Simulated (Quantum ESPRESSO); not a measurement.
# CaC2 (R-3m): third-order response

Wanted: vibrational spectra of CaC2 (R-3m) from linear and non-linear response.

Method: DFT LDA, scalar-relativistic, plane waves, PseudoDojo norm-conserving pseudopotentials, in Quantum ESPRESSO 8.0 development, patched.

**1. Set-up**

It takes space group R-3m (No. 166, trigonal). The conventional cell has a = 3.889 Å, b = 3.889 Å, c = 11.862 Å, α = 90.00°, β = 90.00°, γ = 120.00°. Nearest to Ca lie 6 C at 2.62 Å. Nearest to C lie 1 C at 1.26 Å and 3 Ca at 2.62 Å. Farther neighbours are not listed.

Coordinates:

```cif
data_structure
_symmetry_space_group_name_H-M 'P 1'
_symmetry_Int_Tables_number 1
_cell_length_a 4.5469
_cell_length_b 4.5469
_cell_length_c 4.5469
_cell_angle_alpha 50.635
_cell_angle_beta 50.635
_cell_angle_gamma 50.635
_cell_volume 51.78
loop_
_atom_site_label
_atom_site_type_symbol
_atom_site_fract_x
_atom_site_fract_y
_atom_site_fract_z
_atom_site_occupancy
Ca1 Ca 0.00000 0.00000 0.00000 1
C2 C 0.55292 0.55292 0.55292 1
C3 C 0.44709 0.44709 0.44709 1
```

**2. A first look**

Before anything dear is run, a loose run with smearing shows whether this is a metal and how far the cell is from rest.

Input file probe.in:

```
&control
   calculation = 'scf'
   prefix = 'x'
   outdir = './tmp'
   pseudo_dir = './pseudo'
   tprnfor = .true.
   tstress = .true.
   verbosity = 'high'
/
&system
   ibrav = 0
   nat = 3
   ntyp = 2
   ecutwfc = 82.0
   occupations = 'smearing'
   smearing = 'gaussian'
   degauss = 0.01
/
&electrons
   conv_thr = 1.0d-07
   mixing_beta = 0.7
   electron_maxstep = 100
/
ATOMIC_SPECIES
 Ca     40.0780  Ca.upf
 C      12.0110  C.upf
CELL_PARAMETERS angstrom
     1.944397980    1.122598700    3.953874780
    -1.944397980    1.122598700    3.953874780
     0.000000000   -2.245197400    3.953874780
ATOMIC_POSITIONS crystal
 Ca     0.000000000   0.000000000   0.000000000
 C      0.552915000   0.552915000   0.552915000
 C      0.447085000   0.447085000   0.447085000
K_POINTS automatic
 6 6 6 0 0 0
```

Started as:

```sh
> OMP_NUM_THREADS=1 mpirun -n 4 pw.x -nk 4 -in probe.in > probe.out
```

The log of the run:

```text
[banners, grids, parts of the stress and lines that vanish by symmetry left out]
Program PWSCF v.8.0dev
     Message from routine setup:
     using ibrav=0 with symmetry is DISCOURAGED, use correct ibrav instead
[...]
kinetic-energy cutoff     =      82.0000  Ry
     charge density cutoff     =     328.0000  Ry
     scf convergence threshold =      1.0E-07
[...]
Exchange-correlation= SLA-PW-NOGX-NOGC
                           (   1   4   0   0   0   0   0)
[...]
12 Sym. Ops., with inversion, found
[...]
(     0          1          0      )
                  (     0          0          1      )
[...]
(  0.0000000  1.0000000  0.0000000 )
                  (  0.0000000  0.0000000  1.0000000 )
[...]
(    -1          0          0      )
                  (     0          0         -1      )
[...]
c_bands:  1 eigenvalues not converged
     c_bands: 1 eigenvalues not converged on the other pools
[...]
c_bands: 1 eigenvalues not converged on the other pools
[...]
c_bands: 2 eigenvalues not converged on the other pools
[...]
c_bands: 2 eigenvalues not converged on the other pools
[...]
End of self-consistent calculation
[...]
the Fermi energy is     4.6207 ev
!    total energy              =    -101.44317408 Ry
[...]
convergence has been achieved in   7 iterations
[...]
atom    1 type  1   force =     0.00000000   -0.00000000    0.00000000
     atom    2 type  2   force =     0.00000000   -0.00000000   -0.00771441
     atom    3 type  2   force =     0.00000000   -0.00000000    0.00771441
[...]
Total force =     0.010910     Total SCF correction =     0.000038
[...]
total   stress  (Ry/bohr**3)                   (kbar)     P=      -51.65
[...]
XML data file, charge density, pseudopotentials, collected wavefunctions

   JOB DONE.
```

Elapsed: 7.2 s, on 4 MPI ranks of Intel Xeon Platinum 8488C (Sapphire Rapids), shared host; 28 s of CPU time.

This step gave:

```
volume per atom   : 17.26 Å³
pressure          : -5.164 GPa
gap on the k-mesh : 2.538 eV
```

A gap of 2.5 eV opens on this mesh, so the crystal is taken as an insulator; the start stands at -5.2 GPa.

**3. Relaxation**

The relaxation runs at a cutoff a fifth above that of the response, since stress converges more slowly with the basis than frequencies do. Forces and stress are brought to rest with tight thresholds.

Input file relax.in:

```
&control
   calculation = 'vc-relax'
   prefix = 'x'
   outdir = './tmp'
   pseudo_dir = './pseudo'
   tprnfor = .true.
   tstress = .true.
   forc_conv_thr = 2.0d-05
   etot_conv_thr = 1.0d-07
   nstep = 40
/
&system
   ibrav = 0
   nat = 3
   ntyp = 2
   ecutwfc = 98
   occupations = 'fixed'
   nbnd = 11
/
&electrons
   conv_thr = 1.0d-11
   mixing_beta = 0.7
   electron_maxstep = 100
/
&ions
/
&cell
   press_conv_thr = 0.2
/
ATOMIC_SPECIES
 Ca     40.0780  Ca.upf
 C      12.0110  C.upf
CELL_PARAMETERS angstrom
     1.944397980    1.122598700    3.953874780
    -1.944397980    1.122598700    3.953874780
     0.000000000   -2.245197400    3.953874780
ATOMIC_POSITIONS crystal
 Ca     0.000000000   0.000000000   0.000000000
 C      0.552915000   0.552915000   0.552915000
 C      0.447085000   0.447085000   0.447085000
K_POINTS automatic
 6 6 6 0 0 0
```

Started as:

```sh
> OMP_NUM_THREADS=1 mpirun -n 4 pw.x -nk 4 -in relax.in > relax.out
```

The log of the run:

```text
[banners, grids, parts of the stress and lines that vanish by symmetry left out]
[banner, memory and clock lines left out]
Program PWSCF v.8.0dev

[...]
kinetic-energy cutoff     =      98.0000  Ry
     charge density cutoff     =     392.0000  Ry
     scf convergence threshold =      1.0E-11
[...]
energy convergence thresh.=      1.0E-07
     force convergence thresh. =      2.0E-05
     press convergence thresh. =      2.0E-01
     Exchange-correlation= SLA-PW-NOGX-NOGC
                           (   1   4   0   0   0   0   0)
[...]
12 Sym. Ops., with inversion, found
[...]
number of k points=    32
[...]
c_bands: 1 eigenvalues not converged on the other pools
[...]
c_bands: 1 eigenvalues not converged on the other pools
[...]
End of self-consistent calculation
[...]
highest occupied, lowest unoccupied level (ev):     3.9873    6.5238
!    total energy              =    -101.44326301 Ry
[...]
convergence has been achieved in  11 iterations
[...]
atom    1 type  1   force =     0.00000000   -0.00000000   -0.00000000
     atom    2 type  2   force =     0.00000000    0.00000000   -0.00809461
     atom    3 type  2   force =     0.00000000    0.00000000    0.00809461
     Total force =     0.011448     Total SCF correction =     0.000001
[...]
total   stress  (Ry/bohr**3)                   (kbar)     P=      -51.08
[...]
number of bfgs steps    =   0
[...]
CELL_PARAMETERS (angstrom)
[...]
ATOMIC_POSITIONS (crystal)
Ca              -0.0000000000       -0.0000000000        0.0000000000
C                0.5525538788        0.5525538788        0.5525538788
C                0.4474461212        0.4474461212        0.4474461212
[...]
New effective cutoffs (rho, wfc):  399.36   99.85
[...]
End of self-consistent calculation
[...]
highest occupied, lowest unoccupied level (ev):     4.2110    6.7703
!    total energy              =    -101.44508000 Ry
[...]
convergence has been achieved in   9 iterations
[...]
atom    1 type  1   force =     0.00000000   -0.00000000    0.00000000
     atom    2 type  2   force =    -0.00000000    0.00000000    0.05335447
     atom    3 type  2   force =     0.00000000    0.00000000   -0.05335447
     Total force =     0.075455     Total SCF correction =     0.000003
[...]
total   stress  (Ry/bohr**3)                   (kbar)     P=      -20.49
[...]
number of bfgs steps    =   1
[...]
CELL_PARAMETERS (angstrom)
[...]
ATOMIC_POSITIONS (crystal)
Ca              -0.0000000000       -0.0000000000        0.0000000000
[...]
New effective cutoffs (rho, wfc):  421.82  105.45
[...]
End of self-consistent calculation
[...]
highest occupied, lowest unoccupied level (ev):     5.0145    7.3690
!    total energy              =    -101.44832849 Ry
[...]
convergence has been achieved in  11 iterations
[...]
atom    1 type  1   force =    -0.00000000   -0.00000000   -0.00000000
     atom    2 type  2   force =     0.00000000   -0.00000000   -0.00521463
     atom    3 type  2   force =    -0.00000000   -0.00000000    0.00521463
     Total force =     0.007375     Total SCF correction =     0.000001
[...]
total   stress  (Ry/bohr**3)                   (kbar)     P=        9.57
[...]
number of bfgs steps    =   2
[...]
WARNING: bfgs curvature condition failed, Theta= 0.986
[...]
highest occupied, lowest unoccupied level (ev):     4.8429    7.2355
!    total energy              =    -101.44852896 Ry
[...]
convergence has been achieved in   6 iterations
[...]
Total force =     0.000080     Total SCF correction =     0.000000
[...]
total   stress  (Ry/bohr**3)                   (kbar)     P=        0.05
[...]
number of bfgs steps    =   6
[...]
highest occupied, lowest unoccupied level (ev):     4.8422    7.2349
!    total energy              =    -101.44852908 Ry
[...]
convergence has been achieved in   7 iterations
[...]
Total force =     0.000061     Total SCF correction =     0.000000
[...]
total   stress  (Ry/bohr**3)                   (kbar)     P=        0.05
[...]
number of bfgs steps    =   7
[...]
New effective cutoffs (rho, wfc):  417.17  104.29
[...]
highest occupied, lowest unoccupied level (ev):     4.8410    7.2339
!    total energy              =    -101.44852921 Ry
[...]
convergence has been achieved in   7 iterations
[...]
atom    2 type  2   force =     0.00000000    0.00000000   -0.00002465
     atom    3 type  2   force =     0.00000000    0.00000000    0.00002465
     Total force =     0.000035     Total SCF correction =     0.000000
[...]
total   stress  (Ry/bohr**3)                   (kbar)     P=        0.04
[...]
number of bfgs steps    =   8
[...]
CELL_PARAMETERS (angstrom)
[...]
ATOMIC_POSITIONS (crystal)
[...]
New effective cutoffs (rho, wfc):  417.25  104.31
[...]
End of self-consistent calculation
[...]
highest occupied, lowest unoccupied level (ev):     4.8390    7.2323
!    total energy              =    -101.44852931 Ry
[...]
convergence has been achieved in   7 iterations
[...]
atom    1 type  1   force =    -0.00000000    0.00000000   -0.00000000
     atom    2 type  2   force =     0.00000000    0.00000000   -0.00000343
     atom    3 type  2   force =     0.00000000    0.00000000    0.00000343
     Total force =     0.000005     Total SCF correction =     0.000000
[...]
total   stress  (Ry/bohr**3)                   (kbar)     P=        0.01
[...]
bfgs converged in  10 scf cycles and   9 bfgs steps
[...]
End of BFGS Geometry Optimization
     Final enthalpy           =    -101.4485293079 Ry
     File ./tmp/x.bfgs deleted, as requested
[...]
CELL_PARAMETERS (angstrom)
[...]
ATOMIC_POSITIONS (crystal)
[...]
C                0.5539196240        0.5539196240        0.5539196240
C                0.4460803760        0.4460803760        0.4460803760
[...]
Final scf calculation at the relaxed structure.
[...]
kinetic-energy cutoff     =      98.0000  Ry
     charge density cutoff     =     392.0000  Ry
     scf convergence threshold =      1.2E-13
[...]
press convergence thresh. =      2.0E-01
     Exchange-correlation= SLA-PW-NOGX-NOGC
                           (   1   4   0   0   0   0   0)
[...]
12 Sym. Ops., with inversion, found
[...]
number of k points=    32
[...]
c_bands: 1 eigenvalues not converged on the other pools
[...]
c_bands: 1 eigenvalues not converged on the other pools
[...]
End of self-consistent calculation
[...]
highest occupied, lowest unoccupied level (ev):     4.8390    7.2323
!    total energy              =    -101.44852592 Ry
[...]
convergence has been achieved in  13 iterations
[...]
atom    1 type  1   force =     0.00000000    0.00000000    0.00000000
     atom    2 type  2   force =     0.00000000    0.00000000   -0.00000234
     atom    3 type  2   force =     0.00000000   -0.00000000    0.00000234
     Total force =     0.000003     Total SCF correction =     0.000000
[...]
total   stress  (Ry/bohr**3)                   (kbar)     P=        0.03
[...]
XML data file, charge density, pseudopotentials, collected wavefunctions
```

It took 91 s on 4 MPI ranks; 6 min of CPU time.

The steps of the relaxation:

| step | energy less that of the first step (eV) | largest force (eV/Å) | pressure (GPa) | volume (Å³) |
| --- | --- | --- | --- | --- |
| 1 | 0.0000 | 0.2081 | -5.11 | 51.78 |
| 2 | -0.0247 | 1.3718 | -2.05 | 50.45 |
| 3 | -0.0689 | 0.1341 | 0.96 | 46.67 |
| 4 | -0.0716 | 0.0172 | -0.13 | 47.51 |
| 5 | -0.0716 | 0.0026 | 0.00 | 47.44 |
| 6 | -0.0716 | 0.0019 | 0.00 | 47.43 |
| 7 | -0.0716 | 0.0015 | 0.01 | 47.43 |
| 8 | -0.0716 | 0.0011 | 0.01 | 47.43 |
| 9 | -0.0717 | 0.0006 | 0.00 | 47.43 |
| 10 | -0.0717 | 0.0001 | 0.00 | 47.43 |
| 11 | -0.0716 | 0.0001 | 0.00 | 47.43 |

| conventional cell, symmetrised | before | after | change |
| --- | --- | --- | --- |
| a (Å) | 3.889 | 3.769 | -3.1 % |
| b (Å) | 3.889 | 3.769 | -3.1 % |
| c (Å) | 11.862 | 11.567 | -2.5 % |
| volume (Å³/atom) | 17.26 | 15.81 | -8.4 % |

The atoms that moved most (Å, as changes of fractional coordinates times the final cell):

| atom | dx | dy | dz | length |
| --- | --- | --- | --- | --- |
| C3 | 0.000 | 0.000 | -0.012 | 0.012 |
| C2 | 0.000 | 0.000 | 0.012 | 0.012 |

The relaxed structure:

```xyz
3
Lattice="1.8844 1.0880 3.8558 -1.8844 1.0880 3.8558 0.0000 -2.1760 3.8558" Properties=species:S:1:pos:R:3 pbc="T T T"
Ca    0.0000    0.0000    0.0000
C     0.0000    0.0000    6.4075
C     0.0000    0.0000    5.1600
```

The last row of the table of steps is pw.x's closing run on a basis chosen anew for the final cell, so its energy can jump.

This step gave:

| Item | Value |
| --- | --- |
| volume per atom | 15.81 Å³ |
| pressure | 0.003000 GPa |
| gap on the k-mesh | 2.393 eV |

The volume changes by -8.4 % from the cell with which this run began.

**4. Ground state**

Perturbation theory inherits every error of the wavefunctions, so the threshold is set near the limit of the arithmetic. With a gap, occupations are fixed, which also allows the response to an electric field.

Input file scf.in:

```
&control
   calculation = 'scf'
   prefix = 'x'
   outdir = './tmp'
   pseudo_dir = './pseudo'
   tprnfor = .true.
   tstress = .true.
/
&system
   ibrav = 0
   nat = 3
   ntyp = 2
   ecutwfc = 82.0
   occupations = 'fixed'
   nbnd = 11
/
&electrons
   conv_thr = 1.0d-12
   mixing_beta = 0.7
   electron_maxstep = 100
/
ATOMIC_SPECIES
 Ca     40.0780  Ca.upf
 C      12.0110  C.upf
CELL_PARAMETERS angstrom
     1.884449778    1.087987586    3.855832569
    -1.884449778    1.087987586    3.855832569
     0.000000000   -2.175975173    3.855832569
ATOMIC_POSITIONS crystal
 Ca     0.000000000   0.000000000   0.000000000
 C      0.553919624   0.553919624   0.553919624
 C      0.446080376   0.446080376   0.446080376
K_POINTS automatic
 6 6 6 0 0 0
```

Started as:

```sh
> OMP_NUM_THREADS=1 mpirun -n 4 pw.x -nk 4 -in scf.in > scf.out
```

The log of the run:

```text
[banners, grids, parts of the stress and lines that vanish by symmetry left out]
[banner, memory and clock lines left out]
Program PWSCF v.8.0dev

[...]
kinetic-energy cutoff     =      82.0000  Ry
     charge density cutoff     =     328.0000  Ry
     scf convergence threshold =      1.0E-12
[...]
Exchange-correlation= SLA-PW-NOGX-NOGC
                           (   1   4   0   0   0   0   0)
[...]
12 Sym. Ops., with inversion, found
[...]
number of k points=    32
[...]
c_bands: 1 eigenvalues not converged on the other pools
[...]
c_bands: 1 eigenvalues not converged on the other pools
[...]
End of self-consistent calculation
[...]
highest occupied, lowest unoccupied level (ev):     4.8390    7.2324
!    total energy              =    -101.44843634 Ry
[...]
convergence has been achieved in  14 iterations
[...]
atom    1 type  1   force =    -0.00000000   -0.00000000    0.00000000
     atom    2 type  2   force =     0.00000000    0.00000000   -0.00003143
     atom    3 type  2   force =     0.00000000    0.00000000    0.00003143
     Total force =     0.000044     Total SCF correction =     0.000000
[...]
total   stress  (Ry/bohr**3)                   (kbar)     P=       -0.57
[...]
XML data file, charge density, pseudopotentials, collected wavefunctions
```

The job ended after 9.8 s (4 MPI ranks).

Numbers from this step:

```
pressure : -0.05733 GPa
```

The cell stands at -0.057 GPa, close enough for phonons.

[end of part 1 of 3]

[Host names and launcher messages were left out of these logs when they were recorded.]

[Logs are printed without paths, hosts, clocks, repeated set-up lines and the standing remarks that a program may print on its own settings, such as how far it seeks lower states.]

[Hosts, paths, dates, database ids (printed as entryN), source tags and the programs' standing remarks are cut or masked in the printed files.]
